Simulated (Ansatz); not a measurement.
# TaInS3 (model cell, started as cubic perovskite with Ta in the octahedra): a soft mode frozen in, part 2 of 3

Aim: this structure of TaInS3 (model cell, started as cubic perovskite with Ta in the octahedra) is to be tested for unstable modes, and one is followed downhill.

Ansatz 0.2.0; DFT PBE, scalar-relativistic, plane waves, PAW; PAW set soft_1.

So far, highest frequency on the path or at a solved wavevector (cm⁻¹): step 2 (response at finite wavevector) 477. Also lowest frequency on the path (cm⁻¹): step 2 -101.

The structure was built from a prototype and need not be the compound's stable phase.

### Step 5. Energy along the mode, all amplitudes (two of the runs are shown above)

An imaginary frequency means negative curvature, so the energy should fall and then rise again as anharmonic terms take over.

Numbers from this step:

```yaml
depth_at_the_lowest_point_sampled: 39.47 meV/atom
largest_atomic_shift_at_that_point: 0.6 Å
```

Table of energy from the parent by largest atomic shift:

```
largest atomic shift (Å)  energy from the parent (meV/atom)
                   0.000                                  0
                   0.040                             -0.352
                   0.080                              -1.41
                   0.140                              -4.29
                   0.220                              -10.3
                   0.320                              -20.0
                   0.450                              -32.4
                   0.600                              -39.5
```

Displacement at unit largest shift by atom:

```
atom   x (Å)   y (Å)   z (Å)   size
 In1   0.000   0.000   0.000  0.000
 In2   0.000   0.000   0.000  0.000
 Ta3   0.000   0.000   0.000  0.000
 Ta4   0.000   0.000   0.000  0.000
  S5   0.707  -0.707   0.000  1.000
  S6  -0.707   0.707   0.000  1.000
  S7   0.000   0.000  -0.707  0.707
  S8   0.000   0.000   0.707  0.707
  S9   0.000   0.000  -0.707  0.707
 S10   0.000   0.000   0.707  0.707
```

The lowest of the steps tried is the last one, at 0.6 Å, 39.5 meV/atom below the parent; the bottom of the well need not coincide with a step.

### Step 6. Relaxing from the distorted cell

Starting from the lowest point found, all atoms and the cell are let go, so that strain and other modes of the same symmetry can join in.

input.yaml reads:

```yaml
crystal:
  lattice:
    - [4.8575955774, 4.8575955774, 0.0]
    - [4.8575955774, 0.0, 4.8575955774]
    - [4.8575955774, 0.0, -4.8575955774]
  atoms:
    - { symbol: In, position: [0.0, 0.0, 1.0] }
    - { symbol: In, position: [0.0, 0.5, 0.5] }
    - { symbol: Ta, position: [0.5, 0.25, 0.75] }
    - { symbol: Ta, position: [0.5, 0.75, 0.25] }
    - { symbol: S, position: [0.412659656, 0.087340344, 1.087340344] }
    - { symbol: S, position: [0.587340344, 0.412659656, 0.412659656] }
    - { symbol: S, position: [0.0, -0.043670172, 0.543670172] }
    - { symbol: S, position: [0.0, 0.543670172, -0.043670172] }
    - { symbol: S, position: [0.5, -0.043670172, 0.543670172] }
    - { symbol: S, position: [0.5, 0.543670172, -0.043670172] }
kpoints:
  mp_grid: { grid: [8, 8, 8] }
hamiltonian:
  xc: pbe
  pseudopotentials: { kind: paw, azcp: { folder: soft_1 } }
scf:
  occupations: { method: methfessel_paxton, width: 0.2 }
output:
  forces: true
  stress: true
  eigenvalues: true
  write_density: true
  write_potential: true
  elf: true
  volumetric_format: npy
relax:
  adjacent_minimum: "off"
  f_tol: 0.002
  max_steps: 120
  cell: { stress_tol: 0.03 }
```

Run with:

```console
$ ansatz run input.yaml --threads 4 --pin off --max-ram 16384MiB --backend cpu --events-out ev --progress --plain --runs-dir out
```

Numbers of over 12 decimals in the logs are rounded to 6 here.

The program printed:

```text
[...]
Crystal: 10 atoms, lattice volume = 229.242 Å³
Basis set: ecut = 420 eV, 4477 PW (Γ), exchange–correlation on 96×96×96 points (8 copies of the dense FFT grid, shifted against one another)
Bands: 54, of which v1, the nominal top of the filled ones, is band 44 counted from 1 (43 counted from 0)
Symmetry: 8 space group operations
[...]
k-points: 95 of 512
[...]
SCF iter   1: F=—  HF=-36481.157105 eV  |F-HF|=—  |Δ(HF+E_count)|=         —  Δρ=2.53e-2  dr2=1.35e0  ethr=3.10e-3  ⟨swp⟩=6.3  Hψ=20254  notcnv=0
[...]
SCF iter   9: F=-36480.851875 eV  HF=-36480.851875 eV  |F-HF|=3.71e-10  |Δ(HF+E_count)|=   4.45e-8  S|Δr|=    0.00e0  Δρ=3.27e-6  dr2=4.03e-8  ethr=1.14e-10  ⟨swp⟩=15.9  Hψ=43066  notcnv=0
SCF 1 converged in 9 iterations: F = -36480.851875 eV  dr2 = 4.03e-8
[...]
relax step   1: F+E_penalty+E_count = -36480.85187456 eV  Δ(F+E_penalty+E_count) = +0.000e0 eV  max|allowed force component| = 2.027e-1 eV/Å  Δτ_max = 0.0000 Å  P = -3.479 GPa  Ω = 229.242 Å³  (9 SCF iters, dr2 threshold 1.00e-7 eV, accepted)
Crystal: 10 atoms, lattice volume = 214.606 Å³
Basis set: ecut = 420 eV, 4195 PW (Γ), exchange–correlation on 96×96×96 points (8 copies of the dense FFT grid, shifted against one another)
[...]
SCF iter   7: F=-36481.040992 eV  HF=-36481.040992 eV  |F-HF|=2.59e-8  |Δ(HF+E_count)|=   4.39e-7  S|Δr|=    0.00e0  Δρ=6.41e-6  dr2=1.83e-7  ethr=1.14e-9  ⟨swp⟩=14.2  Hψ=43235  notcnv=0
SCF 2 converged in 7 iterations: F = -36481.040992 eV  dr2 = 1.83e-7
  Residual-converged pass: ⟨swp⟩=1.0  Hψ=5514  notcnv=0  max |occ|·‖R‖ = 7.1e-9 eV (tolerance 1.0e-8 eV)  dr2=1.83e-7  dr2_onsite=7.19e-9  max |Δocc| = 5.4e-10
[...]
relax step   2: F+E_penalty+E_count = -36481.04099221 eV  Δ(F+E_penalty+E_count) = -1.891e-1 eV  max|allowed force component| = 2.584e-1 eV/Å  Δτ_max = 0.0466 Å  P = +1.337 GPa  Ω = 214.606 Å³  energy of the carried Pulay correction = +1.970e-3 eV  (7 SCF iters, dr2 threshold 1.00e-6 eV, accepted)
Crystal: 10 atoms, lattice volume = 214.257 Å³
Basis set: ecut = 420 eV, 4207 PW (Γ), exchange–correlation on 96×96×96 points (8 copies of the dense FFT grid, shifted against one another)
[...]
SCF iter   7: F=-36481.141509 eV  HF=-36481.141509 eV  |F-HF|=4.89e-8  |Δ(HF+E_count)|=   1.98e-7  S|Δr|=    0.00e0  Δρ=8.53e-6  dr2=3.15e-7  ethr=1.14e-9  ⟨swp⟩=13.2  Hψ=42948  notcnv=0
SCF 3 converged in 7 iterations: F = -36481.141509 eV  dr2 = 3.15e-7
[...]
relax step   3: F+E_penalty+E_count = -36481.14150878 eV  Δ(F+E_penalty+E_count) = -1.005e-1 eV  max|allowed force component| = 1.516e-1 eV/Å  Δτ_max = 0.1371 Å  P = +0.615 GPa  Ω = 214.257 Å³  energy of the carried Pulay correction = +2.019e-3 eV  (7 SCF iters, dr2 threshold 1.00e-6 eV, accepted)
[...]
relax step   4: F+E_penalty+E_count = -36481.14165361 eV  Δ(F+E_penalty+E_count) = -1.448e-4 eV  max|allowed force component| = 1.562e-1 eV/Å  Δτ_max = 0.1475 Å  P = -0.255 GPa  Ω = 213.423 Å³  energy of the carried Pulay correction = +2.135e-3 eV  (7 SCF iters, dr2 threshold 1.00e-6 eV, accepted)
[...]
relax step   5: F+E_penalty+E_count = -36481.16594556 eV  Δ(F+E_penalty+E_count) = -2.429e-2 eV  max|allowed force component| = 9.294e-3 eV/Å  Δτ_max = 0.0722 Å  P = +0.007 GPa  Ω = 213.852 Å³  energy of the carried Pulay correction = +2.075e-3 eV  (6 SCF iters, dr2 threshold 1.00e-6 eV, accepted)
[...]
relax step   6: F+E_penalty+E_count = -36481.16609862 eV  Δ(F+E_penalty+E_count) = -1.531e-4 eV  max|allowed force component| = 1.369e-3 eV/Å  Δτ_max = 0.0017 Å  P = -0.013 GPa  Ω = 213.874 Å³  energy of the carried Pulay correction = +2.072e-3 eV  (4 SCF iters, dr2 threshold 5.04e-8 eV, accepted)
Basis set: ecut = 420 eV, 4199 PW (Γ), exchange–correlation on 96×90×90 points (8 copies of the dense FFT grid, shifted against one another)
[...]
SCF iter   7: F=-36481.164146 eV  HF=-36481.164146 eV  |F-HF|=7.28e-12  |Δ(HF+E_count)|=  2.18e-11  S|Δr|=    0.00e0  Δρ=3.18e-8  dr2=5.42e-12  ethr=1.00e-12  ⟨swp⟩=7.7  Hψ=26039  notcnv=0
SCF 7 converged in 7 iterations: F = -36481.164146 eV  dr2 = 5.42e-12
relax step   7: F+E_penalty+E_count = -36481.16414554 eV  Δ(F+E_penalty+E_count) = +1.953e-3 eV  max|allowed force component| = 1.372e-3 eV/Å  Δτ_max = 0.0000 Å  P = -0.014 GPa  Ω = 213.874 Å³  stress off target by 2.04e-2 GPa  SCF on the basis re-selected at this cell (its energy is not comparable with the rows above)  (7 SCF iters)
basis re-selected at this cell: Δ(F+E_penalty+E_count) = +1.953e-3 eV, ΔP = -0.002 GPa vs the last step (what re-selecting the basis moved, of the pressure what is left beyond the Pulay correction that the steps carried, after the strain that the cell walked since its last selection, with what the two solves' SCF thresholds leave and, on support functions, any second-order correction that the steps lacked; it is no measure of the basis error at this ecutwfc). The dense FFT grid was sized anew with the basis: this SCF ran on 48×45×45 points, the steps before it on 48×48×48, so part of this shift can come from that change (see relax.cell in the input reference). [rest of the remark cut]
SCF converged after 7 iterations
[...]
Free energy (F): -36481.164146 eV
[...]
Internal energy: -36481.166673 eV  (E = F + TS)
E sigma→0 (E₀):  -36481.164777 eV
Entropy (-TS):   0.002527 eV (0.253 meV/atom)
Fermi energy:    9.213132 eV
[...]
--- Forces (eV/Å), atoms counted from 1 ---
  atom   1  In     0.00136904    -0.00136904     0.00000000
  atom   2  In    -0.00136904     0.00136904    -0.00000000
  atom   3  Ta    -0.00000000     0.00000000     0.00000000
  atom   4  Ta    -0.00000000     0.00000000     0.00000000
  atom   5  S      0.00053291    -0.00053291    -0.00000000
  atom   6  S     -0.00053291     0.00053291     0.00000000
  atom   7  S      0.00000000     0.00000000     0.00137241
  atom   8  S      0.00000000    -0.00000000    -0.00137241
  atom   9  S     -0.00000000    -0.00000000     0.00137241
  atom  10  S      0.00000000     0.00000000    -0.00137241
  max |Σ_I F_I| component: 6.51e-19 eV/Å
--- Stress (GPa, compression-positive) ---
       -0.016505       0.003904       0.000000
        0.003904      -0.016505       0.000000
        0.000000       0.000000      -0.010106
  P = ⅓ Tr σ = -0.0144 GPa (-0.144 kbar)
--- Band table (eV; the first three rows and the last of 95) ---
  k-point 0: bands = [... 40 lower, 7.9125, 7.9648, 8.1771, 8.6978, 9.0430, 9.0714, 9.1213, 9.9285, ... 6 higher]
  k-point 1: bands = [... 40 lower, 7.7689, 8.0898, 8.1725, 8.8736, 9.1734, 9.2313, 9.3067, 10.1061, ... 6 higher]
  k-point 2: bands = [... 40 lower, 7.8126, 7.9113, 8.0317, 8.9405, 9.5369, 9.5710, 9.7197, 10.3835, ... 6 higher]
  k-point 94: bands = [... 40 lower, 7.2342, 7.2342, 8.7255, 8.7255, 9.9030, 9.9030, 10.2386, 10.2386, ... 6 higher]
--- Relaxed structure (6 steps of the walk, 6 accepted, 1 SCFs on fresh bases) ---
  F+E_penalty+E_count = -36481.16414554 eV   max|allowed force component| = 1.372e-3 eV/Å   (the final SCF, on the basis selected at the relaxed cell)
  cell:  # Å, volume = 213.8736 Å³
    - [4.783024, 4.783024, 0.0]
    - [4.783386, -0.000361456, 4.673651]
    - [4.783386, -0.000361456, -4.673651]
  atoms:
    - { symbol: In, position: [0.027561, -0.027561, 0.972439] }
    - { symbol: In, position: [-0.027561, 0.527561, 0.527561] }
    - { symbol: Ta, position: [0.500000, 0.25, 0.75] }
    - { symbol: Ta, position: [0.500000, 0.750000, 0.250000] }
    - { symbol: S, position: [0.389464, 0.110536, 1.110536] }
    - { symbol: S, position: [0.610536, 0.389464, 0.389464] }
    - { symbol: S, position: [-2.846030702774449e-19, -0.059923, 0.559923] }
    - { symbol: S, position: [-2.846030702774449e-19, 0.559923, -0.059923] }
    - { symbol: S, position: [0.500000, -0.059923, 0.559923] }
    - { symbol: S, position: [0.500000, 0.559923, -0.059923] }
```

Wall time 2.3 min (4 threads of Arm Neoverse V1, shared host); peak memory 1.2 GiB; 9.3 min of CPU time.

Step by step:

```
step  energy less that of the first step (eV)  largest force component (eV/Å)  pressure (GPa)  volume (Å³)
   1                                   0.0000                          0.2027           -3.48       229.24
   2                                  -0.1891                          0.2584            1.34       214.61
   3                                  -0.2896                          0.1516            0.62       214.26
   4                                  -0.2898                          0.1562           -0.26       213.42
   5                                  -0.3141                          0.0093            0.01       213.85
   6                                  -0.3142                          0.0014           -0.01       213.87
  7*                                  -0.3123                          0.0014           -0.01       213.87
```

Relaxation steps marked * repeat the geometry before them on a plane-wave basis chosen anew for their cell, so energy and pressure can jump there.

The run keeps the 8 symmetry operations that it works with, so distortions that break them were not tested.

```
conventional cell, symmetrised  before  after  change
                         a (Å)   6.870  6.764  -1.5 %
                         b (Å)   9.715  9.347  -3.8 %
                         c (Å)   6.870  6.765  -1.5 %
              volume (Å³/atom)   22.92  21.39  -6.7 %
```

The atoms that moved most (Å, as changes of fractional coordinates times the final cell):

```
atom      dx      dy      dz  length
 In2   0.132  -0.132   0.000   0.186
 In1  -0.132   0.132   0.000   0.186
  S6  -0.111   0.111   0.000   0.157
  S5   0.111  -0.111   0.000   0.157
 S10   0.000   0.000   0.152   0.152
  S8   0.000   0.000   0.152   0.152
  S9   0.000   0.000  -0.152   0.152
  S7   0.000   0.000  -0.152   0.152
```

Numbers from this step:

```yaml
pressure: -0.01437 GPa
volume_per_atom: 21.39 Å³
```

Valence density in the bc plane of the conventional cell at fractional x = 0.000, with atoms of In and Ta and S within 0.2 Å of it. It is the smooth field of the valence electrons, not physical close to the nuclei.

Ten steps, logarithmic in the rise over the least value, from '0' (0.02 × 1e0 e/Å³) to '9' (9.55 × 1e0 e/Å³), each cell a mean:
```
00024788631000012689974100
00012455310000012478863100
00001232210000011245532110
10001232210001111122211111
11112444321111111000001111
22224555432222211000001122
54335534543355421111111235
87545545544678742222222367
88634555434788863344433478
88532333324788854455554478
76321111112577643553454357
43211000011234323454454223
22110000011222112345543111
11111111111111101233321101
01112233211110000122211000
00113676421000001233321000
00125899731000001367642100
00126899741000002589973100
```
Columns run along b (9.3 Å), rows up along c (6.8 Å), edges of the conventional cell, whose origin can differ from the input's. Atoms in or near the plane, at fractional coordinates: In at (0.75, 0.97), In at (0.25, 0.03), Ta at (0.00, 0.50), Ta at (0.50, 0.50), S at (0.25, 0.61), S at (0.75, 0.39).

Electrostatic potential energy in the bc plane of the conventional cell at fractional x = 0.000, with atoms of In and Ta and S within 0.2 Å of it. With pseudopotentials it is smooth inside the atoms' cores, unlike the true potential.

Values in eV, 10 rows by 16 columns, each cell a mean:
```
 13  11   1 -19 -22  -5  10  13  13  10  -6 -28 -29 -14   9  12
 13  12  11   7   6  10  12  13  13  12   7  -6  -9   4  11  12
 10  11  10  -2  -5   7  11  10  10  11  11  11  10  11  11  10
-11   2  -1 -29 -29 -10   4  -8 -11   2  10  12  12  11   5  -8
-43 -19   1 -21 -25  -4  -9 -40 -43 -19   6   4   3   7  -8 -40
-39 -14   7   9   8   9  -5 -35 -39 -14  -1 -27 -29  -8  -6 -35
 -2   6  11  12  12  12   8   0  -2   5   2 -26 -29  -6   7   0
 11  12  11   9   9  11  12  11  11  12  11   5   3  10  12  12
 13  11   4 -14 -17  -1  10  13  13  12   9   3   1   8  12  13
 13  10  -7 -28 -29 -16   8  12  13  11  -2 -25 -27 -10   9  12
```
Columns run along b (9.3 Å; values clipped at the 3rd and 97th percentile), rows up along c (6.8 Å), edges of the conventional cell, whose origin can differ from the input's. Atoms in or near the plane, at fractional coordinates: In at (0.75, 0.97), In at (0.25, 0.03), Ta at (0.00, 0.50), Ta at (0.50, 0.50), S at (0.25, 0.61), S at (0.75, 0.39).

ELF in the bc plane of the conventional cell at fractional x = 0.000, with atoms of In and Ta and S within 0.2 Å of it. It is the smooth field of the valence electrons, not physical close to the nuclei.

Values, 10 rows by 16 columns, each cell a mean:
```
0.02 0.12 0.27 0.21 0.18 0.27 0.17 0.03 0.03 0.13 0.25 0.10 0.06 0.24 0.17 0.05
0.06 0.05 0.17 0.30 0.32 0.22 0.07 0.05 0.08 0.10 0.16 0.24 0.25 0.19 0.11 0.08
0.15 0.14 0.50 0.77 0.79 0.61 0.20 0.13 0.18 0.15 0.09 0.08 0.09 0.08 0.14 0.18
0.37 0.24 0.73 0.46 0.29 0.77 0.34 0.31 0.37 0.17 0.13 0.15 0.16 0.14 0.14 0.32
0.52 0.48 0.63 0.68 0.57 0.76 0.39 0.61 0.52 0.49 0.41 0.70 0.72 0.54 0.36 0.61
0.62 0.42 0.32 0.58 0.60 0.42 0.30 0.64 0.62 0.41 0.68 0.56 0.41 0.78 0.37 0.63
0.24 0.15 0.11 0.08 0.08 0.10 0.14 0.22 0.24 0.22 0.72 0.57 0.44 0.77 0.34 0.20
0.16 0.14 0.10 0.12 0.13 0.10 0.13 0.16 0.13 0.10 0.38 0.68 0.71 0.49 0.14 0.12
0.06 0.10 0.19 0.24 0.23 0.21 0.12 0.07 0.04 0.05 0.18 0.26 0.26 0.22 0.08 0.04
0.03 0.14 0.26 0.08 0.03 0.24 0.19 0.04 0.02 0.14 0.28 0.16 0.12 0.27 0.19 0.04
```
Columns run along b (9.3 Å), rows up along c (6.8 Å), edges of the conventional cell, whose origin can differ from the input's. Atoms in or near the plane, at fractional coordinates: In at (0.75, 0.97), In at (0.25, 0.03), Ta at (0.00, 0.50), Ta at (0.50, 0.50), S at (0.25, 0.61), S at (0.75, 0.39).

The distorted start has space group Imma; the relaxation ends in Imma.

### Step 7. The new phase in its own primitive cell

The relaxed structure is symmetrised, reduced to its primitive cell and relaxed tightly, as its phonons need.

input.yaml reads:

```yaml
crystal:
  lattice:
    - [-3.3821089627, 4.6736508905, 3.3826201383]
    - [3.3821089627, -4.6736508905, 3.3826201383]
    - [3.3821089627, 4.6736508905, -3.3826201383]
  atoms:
    - { symbol: In, position: [0.7224389644, 0.9724389644, 0.75] }
    - { symbol: In, position: [0.2775610356, 0.0275610356, 0.25] }
    - { symbol: Ta, position: [0.5, 0.5, 0.0] }
    - { symbol: Ta, position: [0.0, 0.5, 0.5] }
    - { symbol: S, position: [0.860535599, 0.610535599, 0.25] }
    - { symbol: S, position: [0.139464401, 0.389464401, 0.75] }
    - { symbol: S, position: [0.3099231022, 0.0, 0.8099231022] }
    - { symbol: S, position: [0.6900768978, 0.0, 0.1900768978] }
    - { symbol: S, position: [0.3099231022, 0.5, 0.3099231022] }
    - { symbol: S, position: [0.6900768978, 0.5, 0.6900768978] }
kpoints:
  mp_grid: { grid: [8, 8, 8] }
hamiltonian:
  xc: pbe
  pseudopotentials: { kind: paw, azcp: { folder: soft_1 } }
scf:
  occupations: { method: methfessel_paxton, width: 0.2 }
output:
  forces: true
  stress: true
  eigenvalues: true
relax:
  adjacent_minimum: "off"
  f_tol: 0.001
  max_steps: 60
  cell: { stress_tol: 0.01 }
```

The program printed:

```text
[...]
Crystal: 10 atoms, lattice volume = 213.874 Å³
Basis set: ecut = 420 eV, 4199 PW (Γ), exchange–correlation on 90×90×90 points (8 copies of the dense FFT grid, shifted against one another)
Bands: 54, of which v1, the nominal top of the filled ones, is band 44 counted from 1 (43 counted from 0)
Symmetry: 8 space group operations
[...]
k-points: 95 of 512
[...]
- { symbol: Ta, position: [0.5, 0.5, 0] }
    - { symbol: Ta, position: [0, 0.5, 0.5] }
    - { symbol: S, position: [0.860538, 0.610538, 0.250000] }
    - { symbol: S, position: [0.139462, 0.389462, 0.75] }
    - { symbol: S, position: [0.309912, -5.551115123125783e-17, 0.809912] }
    - { symbol: S, position: [0.690088, 0.0, 0.190088] }
    - { symbol: S, position: [0.309912, 0.5, 0.309912] }
    - { symbol: S, position: [0.690088, 0.5, 0.690088] }
[key lines of the parts left out:]
SCF converged after 9 iterations
Free energy (F): -36481.164149 eV
Fermi energy:    9.215736 eV
P = ⅓ Tr σ = 0.0007 GPa (0.007 kbar)
```

Wall time 66 s (4 threads); peak memory 1.1 GiB; 4.3 min of CPU time.

Little changed from the start: no atom moved by 0.005 Å and no cell edge by 0.1 %.

Numbers from this step:

```yaml
pressure: 7.39e-4 GPa
volume_per_atom: 21.38 Å³
```

The largest force component left is 0.46 meV/Å and the pressure is 0.001 GPa, within the tolerances set. The cell now holds 21.38 Å³/atom.

[end of part 2 of 3]

[Logs are printed without paths, hosts, clocks, repeated set-up lines and the standing remarks that a program may print on its own settings, such as how far it seeks lower states.]

[Hosts, paths, dates, database ids (printed as entryN), source tags and the programs' standing remarks are cut or masked in the printed files.]
